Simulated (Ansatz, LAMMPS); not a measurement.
# Forces and charges in aqueous Rb+ and HSO4-, 4.3 mol of salt per kg of water at 360 K (184 atoms)

What does DFT give for aqueous Rb+ and HSO4-, 4.3 mol of salt per kg of water at 360 K (184 atoms) as built?

Method: Kohn-Sham DFT, PBEsol, PAW (set soft_2), plane waves, in Ansatz 0.2.0.

## (1) Starting point

The cell holds 184 atoms: 68 O, 4 S, 108 H and 4 Rb. Cell: a = 12.368 Å, b = 12.368 Å, c = 12.368 Å, α = 90.0°, β = 90.0°, γ = 90.0°. 52 H2O, 4 Rb+, 4 HSO4- placed at random, at 1.46 g/cm³; overlaps pushed apart, then 10 ps at 420 K with Joung-Cheatham ions (J. Phys. Chem. B 112, 9020 (2008)); MMFF94 bonds, angles, torsions, charges and radii (Halgren, J. Comput. Chem. 17, 490 (1996)) in harmonic and 12-6 forms; SPC/E water (Berendsen, Grigera and Straatsma, J. Phys. Chem. 91, 6269 (1987)). Snapshot after 20 ps at 360 K and fixed volume.

Before any run, some limits are plain. The network of contacts between molecules at the start is that of the classical potential that made the cell, and needn't be the one that DFT or experiment would give. The concentration wasn't checked against solubility and may exceed it. The functional has no dispersion term, which matters for the binding between molecules or layers. The density was typed from a rule of thumb and may lie off the real one at this temperature. Only the Γ point is sampled, in a cell whose shortest periodic width is 12 Å.

## (2) The classical run that made the cell

A classical potential supplies the starting structure, since it reaches far longer times than DFT.

This step: classical MD, Joung-Cheatham ions (J. Phys. Chem. B 112, 9020 (2008)); MMFF94 bonds, angles, torsions, charges and radii (Halgren, J. Comput. Chem. 17, 490 (1996)) in harmonic and 12-6 forms; SPC/E water (Berendsen, Grigera and Straatsma, J. Phys. Chem. 91, 6269 (1987)) (LAMMPS 22 Jul 2025 - Update 4).

in.lmp

```
# aqueous Rb+ and HSO4-, 4.3 mol of salt per kg of water
units real
atom_style full
boundary p p p
bond_style harmonic
angle_style harmonic
dihedral_style opls
improper_style harmonic
special_bonds lj 0 0 0.5 coul 0 0 0.75
read_data data.lmp
neigh_modify delay 0 every 1 check yes one 4000
comm_modify cutoff 12.0
timestep 0.5
thermo_style custom step time temp pe press density
thermo_modify norm yes
# push overlapping molecules apart
pair_style soft 2.6
pair_coeff * * 0.0
variable a equal ramp(1,60)
fix ad all adapt 1 pair soft a * * v_a
velocity all create 420 614441 mom yes dist gaussian
fix lim all nve/limit 0.03
fix lan all langevin 420 420 50 614442 zero yes
thermo 1000
run 3000 post no
unfix ad
pair_style lj/cut/coul/long 9.0
pair_modify mix arithmetic tail yes
pair_coeff 1 1 0.0763 3.0430   # O
pair_coeff 2 2 0.2681 3.4180   # S
pair_coeff 3 3 0.0763 3.0960   # O
pair_coeff 4 4 0.0100 1.2000   # H
pair_coeff 5 5 0.1553 3.1660   # O
pair_coeff 6 6 0.0000 1.0000   # H
# [... 20 lines left out ...]
compute msd all msd com yes
thermo 5000
fix md all nvt temp 360 360 100
run 20000 post no
print "== T360: mean square displacement over the hold $(c_msd[4]:%.2f) A^2"
unfix md
uncompute msd
write_dump all custom T360.dump id type xs ys zs modify sort id
```

The run is started by

```console
$ lmp -in in.lmp -log none -nocite
```

Numbers of over 12 decimals in the logs are rounded to 6 here.

What it wrote:

```text
LAMMPS (22 Jul 2025 - Update 4)
Reading data file ...
  orthogonal box = (0 0 0) to (12.36817 12.36817 12.36817)
  184 atoms
  orthogonal box = (0 0 0) to (12.36817 12.36817 12.36817)
  124 bonds
  80 angles
  12 dihedrals
   Step          Time           Temp          PotEng         Press         Density
         0   0              420            0.55189949     9864.0604      1.4629994
      1000   500            426.40055      1.1040362      34709.822      1.4629994
      2000   1000           408.29189      1.1190913      41406.116      1.4629994
      3000   1500           396.01304      1.1072864      44119.35       1.4629994
[... 30 lines left out ...]
Loop time of 7.86411 s on 1 MPI rank(s) for 10000 steps with 184 atoms
   Step          Time           Temp          PotEng         Press         Density
[... 4 lines left out ...]
Loop time of 3.87771 s on 1 MPI rank(s) for 5000 steps with 184 atoms
   Step          Time           Temp          PotEng         Press         Density
[... 2 lines left out ...]
     25000   24000          368.47872     -8.9204021      1095.8442      1.4629994
     30000   29000          327.92624     -9.0211657      3342.3699      1.4629994
     35000   34000          351.61766     -9.0459476     -3209.232       1.4629994
     37000   36000          337.62085     -8.9710622     -290.69348      1.4629994
Loop time of 15.3058 s on 1 MPI rank(s) for 20000 steps with 184 atoms
== T360: mean square displacement over the hold 26.04 A^2
```

It took 29 s on 1 thread of Arm Neoverse V1, shared host; peak memory 0.13 GiB.

The input also reads data.lmp (atoms, bonds and types; not printed here).

## (3) Plane-wave single point

One self-consistent run at the given positions yields energy and forces.

input.yaml

```yaml
crystal:
  lattice:
    - [12.36817, 0.0, 0.0]
    - [0.0, 12.36817, 0.0]
    - [0.0, 0.0, 12.36817]
  atoms:
    - { symbol: O, position: [0.94866, 0.34591, 0.12089] }
    - { symbol: S, position: [0.95295, 0.47195, 0.11289] }
    - { symbol: O, position: [0.84786, 0.49847, 0.0651] }
    - { symbol: O, position: [0.04575, 0.48908, 0.04969] }
    - { symbol: O, position: [0.96506, 0.5057, 0.22234] }
    - { symbol: H, position: [0.0056, 0.3305, 0.17372] }
    - { symbol: O, position: [0.40109, 0.43828, 0.1265] }
    - { symbol: S, position: [0.50596, 0.4577, 0.05901] }
    - { symbol: O, position: [0.53364, 0.57052, 0.07422] }
    - { symbol: O, position: [0.48372, 0.42448, 0.94962] }
    - { symbol: O, position: [0.57635, 0.38099, 0.11139] }
    - { symbol: H, position: [0.42179, 0.45825, 0.20158] }
    - { symbol: O, position: [0.68625, 0.43037, 0.29968] }
    - { symbol: S, position: [0.60001, 0.51336, 0.34344] }
    - { symbol: O, position: [0.62801, 0.61442, 0.28862] }
    - { symbol: O, position: [0.62531, 0.50209, 0.45377] }
    - { symbol: O, position: [0.49674, 0.46486, 0.31291] }
    - { symbol: H, position: [0.65519, 0.40477, 0.22996] }
    - { symbol: O, position: [0.8661, 0.01971, 0.70173] }
    - { symbol: S, position: [0.96699, 0.98364, 0.62486] }
    - { symbol: O, position: [0.04558, 0.07436, 0.625] }
    - { symbol: O, position: [0.92554, 0.95122, 0.51778] }
    - { symbol: O, position: [0.99483, 0.8871, 0.68336] }
    - { symbol: H, position: [0.82492, 0.95595, 0.72328] }
    - { symbol: O, position: [0.21771, 0.71347, 0.22368] }
    - { symbol: H, position: [0.24768, 0.73752, 0.15254] }
    - { symbol: H, position: [0.27734, 0.70967, 0.27815] }
    - { symbol: O, position: [0.73834, 0.9974, 0.40826] }
    - { symbol: H, position: [0.70918, 0.92335, 0.39401] }
    - { symbol: H, position: [0.81559, 0.99194, 0.4315] }
    - { symbol: O, position: [0.72172, 0.85521, 0.74278] }
    - { symbol: H, position: [0.64755, 0.87903, 0.76442] }
    [... 146 atom lines left out ...]
    - { symbol: H, position: [0.35495, 0.42892, 0.48726] }
    - { symbol: H, position: [0.29685, 0.32113, 0.53664] }
    - { symbol: Rb, position: [0.1164, 0.53561, 0.37799] }
    - { symbol: Rb, position: [0.71924, 0.69889, 0.11107] }
    - { symbol: Rb, position: [0.53845, 0.33014, 0.6344] }
    - { symbol: Rb, position: [0.42998, 0.93324, 0.02262] }
kpoints:
  mp_grid: { grid: [1, 1, 1] }
hamiltonian:
  xc: pbesol
scf:
  occupations: { method: fixed }
output:
  forces: true
  stress: true
  populations: true
  dos:
    method: { smearing: { sigma: 0.08 } }
    de: 0.1
    projected: { site_lists: { H: [H], O: [O], Rb: [Rb], S: [S] } }
  eigenvalues: true
  write_density: true
  write_potential: true
  volumetric_format: npy
```

The run is started by

```console
$ ansatz run input.yaml --threads 8 --pin off --max-ram 15872MiB --backend cpu --events-out ev --progress --plain --runs-dir out
```

What it wrote:

```text
Engine: ansatz 0.2.0, aarch64-unknown-linux-gnu
Pseudopotentials: kind: paw
Pseudopotential: O, paw, valence charge 6, recommended cutoff 420 eV (normal), O.paw.azcp
Pseudopotential: S, paw, valence charge 6, recommended cutoff 420 eV (normal), S.paw.azcp
Pseudopotential: H, paw, valence charge 1, recommended cutoff 420 eV (normal), H.paw.azcp
Pseudopotential: Rb, paw, valence charge 9, recommended cutoff 420 eV (normal), Rb.paw.azcp
[... 3 lines on functional and potentials left out ...]
Crystal: 184 atoms, lattice volume = 1891.979 Å³
Basis set: ecut = 420 eV, 37121 PW (Γ), exchange–correlation on 180×180×180 points (8 copies of the dense FFT grid, shifted against one another)
Bands: 472, of which v1, the nominal top of the filled ones, is band 288 counted from 1 (287 counted from 0)
Symmetry: 1 space group operations
Space group: P1 (ITA 1), of the structure as read, at distance tolerance 1.2e-4 Å
k-points: 1
[... 12 lines on functional and potentials left out ...]
Initial density: superposition of atomic densities (neutral atoms: chi_scale 0, normalization atom), corrected by the library's trained network
Initial wavefunctions: pseudopotential atomic-orbital guess
Functional: x = pbesol(κ = 0.804, μ = 0.123457), c = pbesol(β = 0.046)
SCF iter   1: F=—  HF=-56257.059165 eV  |F-HF|=—  |Δ(HF+E_count)|=         —  Δρ=6.82e-3  dr2=6.36e-1  ethr=1.77e-3  ⟨swp⟩=4.0  Hψ=1839  notcnv=0  defer=177
preconditioner: auto → Resta (q_TF=auto, 2.238 Å⁻¹)  ε∞=2.4  [insulator: Δε(μ)=3.992 eV  Ē_g=17.229 eV  n_scr=364 (ndim 8)  ℏωp=20.2 eV  f_vac=0.235  ε∞_Penn≈2.4]
SCF iter   2: F=—  HF=-56256.863211 eV  |F-HF|=—  |Δ(HF+E_count)|=   1.96e-1  Δρ=2.31e-3  dr2=7.13e-2  ethr=1.10e-4  ⟨swp⟩=2.0  Hψ=760  notcnv=0  defer=182
SCF iter   3: F=—  HF=-56256.858017 eV  |F-HF|=—  |Δ(HF+E_count)|=   5.19e-3  Δρ=1.04e-3  dr2=1.96e-2  ethr=1.24e-5  ⟨swp⟩=2.0  Hψ=519  notcnv=0  defer=182
SCF iter   4: F=—  HF=-56256.860151 eV  |F-HF|=—  |Δ(HF+E_count)|=   2.13e-3  Δρ=3.66e-4  dr2=2.49e-3  ethr=3.41e-6  ⟨swp⟩=3.0  Hψ=577  notcnv=0  defer=182
SCF iter   5: F=—  HF=-56256.860188 eV  |F-HF|=—  |Δ(HF+E_count)|=   3.77e-5  Δρ=1.75e-4  dr2=5.54e-4  ethr=4.32e-7  ⟨swp⟩=2.0  Hψ=580  notcnv=0  defer=182
SCF iter   6: F=—  HF=-56256.860298 eV  |F-HF|=—  |Δ(HF+E_count)|=   1.10e-4  Δρ=5.79e-5  dr2=7.30e-5  ethr=9.62e-8  ⟨swp⟩=2.0  Hψ=554  notcnv=0  defer=181
SCF iter   7: F=—  HF=-56256.864199 eV  |F-HF|=—  |Δ(HF+E_count)|=   3.90e-3  Δρ=2.42e-5  dr2=1.09e-5  ethr=1.27e-8  ⟨swp⟩=2.0  Hψ=741  notcnv=0  defer=177
SCF iter   8: F=—  HF=-56256.864203 eV  |F-HF|=—  |Δ(HF+E_count)|=   4.04e-6  Δρ=8.00e-6  dr2=1.08e-6  ethr=1.90e-9  ⟨swp⟩=2.0  Hψ=578  notcnv=0  defer=177
SCF iter   9: F=—  HF=-56256.864205 eV  |F-HF|=—  |Δ(HF+E_count)|=   1.74e-6  Δρ=4.06e-6  dr2=2.79e-7  ethr=1.88e-10  ⟨swp⟩=2.0  Hψ=583  notcnv=0  defer=178
SCF iter  10: F=-56256.864205 eV  HF=-56256.864205 eV  |F-HF|=4.51e-10  |Δ(HF+E_count)|=   8.44e-8  Δρ=1.96e-6  dr2=6.91e-8  ethr=1.74e-11  ⟨swp⟩=23.0  Hψ=4944  notcnv=0
SCF 1 converged in 10 iterations: F = -56256.864205 eV  dr2 = 6.91e-8
  greatest PAW one-centre occupation: 0.973 electrons in one spin orbital (limit 2), on the Rb atom at site 183 (counted from 0), in its partial waves of l = 0
SCF converged after 10 iterations
Free energy (F): -56256.864205 eV
Harris-Foulkes:  -56256.864205 eV  (|F-HF|=4.51e-10)
Internal energy: -56256.864205 eV  (E = F + TS)
E sigma→0 (E₀):  -56256.864205 eV
Fermi energy:    -0.963099 eV
--- Per-component energies (eV) ---
  E_band       = -5102.511159
  E_kinetic    = 14601.652645
  E_local      = -46130.772927  (includes V_loc(G=0)·N_el)
  E_nonlocal   = 4280.000077
  E_hartree    = 16641.235140
  E_xc         = -6755.423215
  E_vxc        = -8418.010738  (∫ρ·V_xc dr)
  E_paw        = -23068.937134  (= ΣΔE_a)
  E_vpaw       = -2717.894702  (= ΣTr[D̂ρ^β])
  E_aug_tail   = 0.046898  (compensation charges beyond the density's cutoff)
  E_ewald      = -15827.807747
  E_core_change = 3.142058  (= ΣΔE_core)
  E_smearing   = -0.000000  (= −TS)
  E_closure    = 0.000000  (closes the sum)
  Σ components = -56256.864205   (vs F -56256.864205, Δ=0.00e0)
--- Forces (eV/Å), atoms counted from 1 ---
  atom   1  O     -0.61803476    -1.31532605    -0.18771684
  atom   2  S     -3.00311159    -0.83039051     1.72274542
  atom   3  O      0.54796970     0.50844495    -0.53726600
  atom   4  O      2.58691388     1.66591976    -3.39051476
  atom   5  O     -0.09211336     1.20936267     1.67726323
  atom   6  H      0.46628621    -1.04339967     0.24864390
  atom   7  O     -1.37272330     0.32719043    -0.32338432
  atom   8  S     -1.44947677    -0.16315160    -0.25029492
  atom   9  O      1.22019333    -0.82900175    -0.72926011
  atom  10  O      0.12244300     0.15054452    -0.06832424
  atom  11  O      2.35862311    -0.31971251     0.68970861
  atom  12  H      0.08402034     0.06822676     0.38804930
  atom  13  O     -0.19708466    -0.43974766    -1.10208298
  atom  14  S      2.79726601    -0.86203851    -3.36525910
[...]
atom 183  Rb     0.24247315    -0.00562709     0.08984468
  atom 184  Rb    -0.00984593     0.19155645     0.23599304
  max |Σ_I F_I| component: 3.04e-5 eV/Å
--- Stress (GPa, compression-positive) ---
       -0.078236      -0.599936       0.162367
       -0.599936      -1.148457       0.337474
        0.162367       0.337474      -0.003505
  P = ⅓ Tr σ = -0.4101 GPa (-4.101 kbar)
--- Band table (eV) ---
  k-point 0: bands = ["-25.4899", "-25.4542", "-25.3398", "-25.2765", [... 456 levels ...], "11.7017", "11.7231", "11.7492", "11.7736", "11.8168", "11.8505", "11.8730", "11.8964", "11.9094", "11.9566", "11.9968", "12.0006"]
--- Löwdin populations: 184 sites ---
  site symbol       q [e]
     0      O      6.6639
     1      S      3.4848
     2      O      6.7427
[...]
183     Rb      8.1395
  spilling = 0.012312 (of n_electrons = 576.000000)
```

The job ended after 27 s (8 threads of Arm Neoverse V1, shared host; peak memory 2.8 GiB; 3.3 min of CPU time).

Read from the output:

| Property | Result |
| --- | --- |
| free energy | -56256.8642 eV |
| free energy per atom | -305.7438 eV/atom |
| SCF cycles | 10 |
| pressure | -0.4101 GPa |
| r.m.s. force component | 0.6703 eV/Å |
| longest force | 4.579 eV/Å |
| Fermi energy | -0.9631 eV |
| gap (highest filled to lowest empty level) | 4.096 eV |
| spilling of the projection | 0.01231 |

Length of the force by element:

| element | coordination | atoms | mean length of the force (eV/Å) | spread | least | most |
| --- | --- | --- | --- | --- | --- | --- |
| H | all | 108 | 0.944 | 0.294 | 0.121 | 1.67 |
| O | all | 68 | 0.962 | 0.795 | 0.206 | 4.58 |
| Rb | all | 4 | 0.303 | 0.0742 | 0.227 | 0.422 |
| S | all | 4 | 2.67 | 1.39 | 1.16 | 4.46 |

Löwdin charges by element (they lack the spilled electrons, 0.039 e an atom on average):

| element | coordination | atoms | mean charge (e) | spread | least | most |
| --- | --- | --- | --- | --- | --- | --- |
| H | all | 108 | 0.386 | 0.0127 | 0.359 | 0.417 |
| O | all | 68 | -0.706 | 0.0299 | -0.762 | -0.647 |
| Rb | all | 4 | 0.854 | 0.0038 | 0.851 | 0.861 |
| S | all | 4 | 2.50 | 0.0287 | 2.45 | 2.52 |

Density of states as counts of states in windows of 1 eV (from the Fermi level), total and the larger projections:

| from (eV) | to (eV) | total | O p | H s | Rb p |
| --- | --- | --- | --- | --- | --- |
| -10 | -9 | 2.2 | 1.2 | 0.3 | 0.1 |
| -9 | -8 | 22.6 | 8.5 | 2.3 | 9.4 |
| -8 | -7 | 51.4 | 26.1 | 9.9 | 12.7 |
| -7 | -6 | 61.3 | 41.7 | 15.4 | 1.0 |
| -6 | -5 | 22.2 | 15.8 | 3.3 | 0.2 |
| -5 | -4 | 24.4 | 20.0 | 1.8 | 0.1 |
| -4 | -3 | 51.9 | 44.1 | 2.8 | 0.1 |
| -3 | -2 | 56.8 | 49.6 | 2.1 | 0.2 |
| -2 | -1 | 74.1 | 71.6 | 0.5 | 0.1 |
| -1 | 0 | 56.4 | 55.3 | 0.2 | 0.1 |
| 0 | 1 | 0.9 | 0.9 | 0.0 | 0.0 |
| 1 | 3 | 0.0 | 0.0 | 0.0 | 0.0 |
| 3 | 4 | 0.2 | 0.0 | 0.1 | 0.0 |
| 4 | 5 | 1.8 | 0.1 | 0.9 | 0.0 |

The curve was stored every 0.100 eV, coarse against its broadening of 0.08 eV, so these counts are rough.

With fixed occupations the program's Fermi level is the highest filled level; weight inside the gap is the broadening of levels at its edges.

Between -25 and -10 eV lie 152 more states.

The levels nearest the highest filled one (over half full), pooled over k-points and spins:

| level less the highest filled one (eV) | occupation |
| --- | --- |
| -0.292 | 2 |
| -0.260 | 2 |
| -0.225 | 2 |
| -0.118 | 2 |
| -0.0456 | 2 |
| 0 | 2 |
| 4.10 | 0 |
| 5.25 | 0 |
| 5.29 | 0 |
| 5.40 | 0 |
| 5.51 | 0 |
| 5.55 | 0 |

Valence density in the ab plane at fractional z = 0.111, with atoms of O and S and H and Rb within 0.2 Å of it. It is the smooth field of the valence electrons, not physical close to the nuclei.

Values in e/Å³, 13 rows by 16 columns, each cell a mean:
```
0.2 0.4 0.2 0.3 0.3 0.1 0.2 0.2 0.1 0.0 0.0 0.0 0.2 0.8 0.4 0.0
0.1 0.2 0.1 0.1 0.1 0.1 0.1 0.1 0.1 0.1 0.1 0.1 0.2 0.5 0.1 0.0
0.0 0.0 0.0 0.0 0.0 0.0 0.5 0.9 0.2 0.0 0.1 0.3 0.2 0.1 0.0 0.0
0.0 0.0 0.0 0.1 0.1 0.1 1.8 4.1 0.4 0.1 0.8 1.7 1.3 0.1 0.0 0.0
0.0 0.0 0.0 0.0 0.0 0.0 0.2 0.9 0.5 0.2 0.5 1.4 0.8 0.1 0.0 0.0
0.2 0.1 0.0 0.0 0.0 0.0 0.0 0.4 2.3 0.8 0.1 0.1 0.1 0.3 0.3 0.2
1.1 0.5 0.4 0.2 0.0 0.3 1.8 0.9 0.9 0.4 0.0 0.0 0.2 1.4 1.3 0.7
0.5 0.2 0.6 0.4 0.1 0.7 3.8 1.3 1.7 3.5 0.5 0.0 0.1 0.2 0.8 1.6
0.5 0.0 0.1 0.1 0.0 0.1 0.2 0.1 1.0 2.7 0.4 0.0 0.0 0.1 1.7 4.6
0.1 0.0 0.0 0.2 0.5 0.1 0.0 0.0 0.0 0.3 0.4 0.1 0.0 0.0 0.2 0.3
0.1 0.0 0.0 0.8 1.8 0.2 0.0 0.0 0.0 0.4 0.7 0.1 0.0 0.0 0.1 0.4
0.3 0.0 0.0 0.2 0.4 0.1 0.0 0.0 0.0 0.1 0.1 0.1 0.0 0.0 0.4 1.6
0.2 0.1 0.0 0.1 0.1 0.0 0.0 0.0 0.0 0.0 0.0 0.0 0.0 0.1 0.2 0.5
```
Columns run along a (12.4 Å), rows up along b (12.4 Å). Atoms in or near the plane, at fractional coordinates: O at (0.95, 0.35), S at (0.95, 0.47), O at (0.40, 0.44), O at (0.58, 0.38), H at (0.15, 0.45), O at (0.44, 0.73), H at (0.47, 0.66), H at (0.26, 0.23), H at (0.95, 0.15), H at (0.86, 0.95), Rb at (0.72, 0.70).

(Part 1 of 2 ends here.)

[Logs are printed without paths, hosts, clocks, repeated set-up lines and the standing remarks that a program may print on its own settings, such as how far it seeks lower states.]

[Hosts, paths, dates, database ids (printed as entryN), source tags and the programs' standing remarks are cut or masked in the printed files.]

[The MMFF94 radii named for the starting cell were scaled by 0.96; in molecules described by MMFF94, hydrogen bound to N, O or S took a small fixed 12-6 site in their place.]
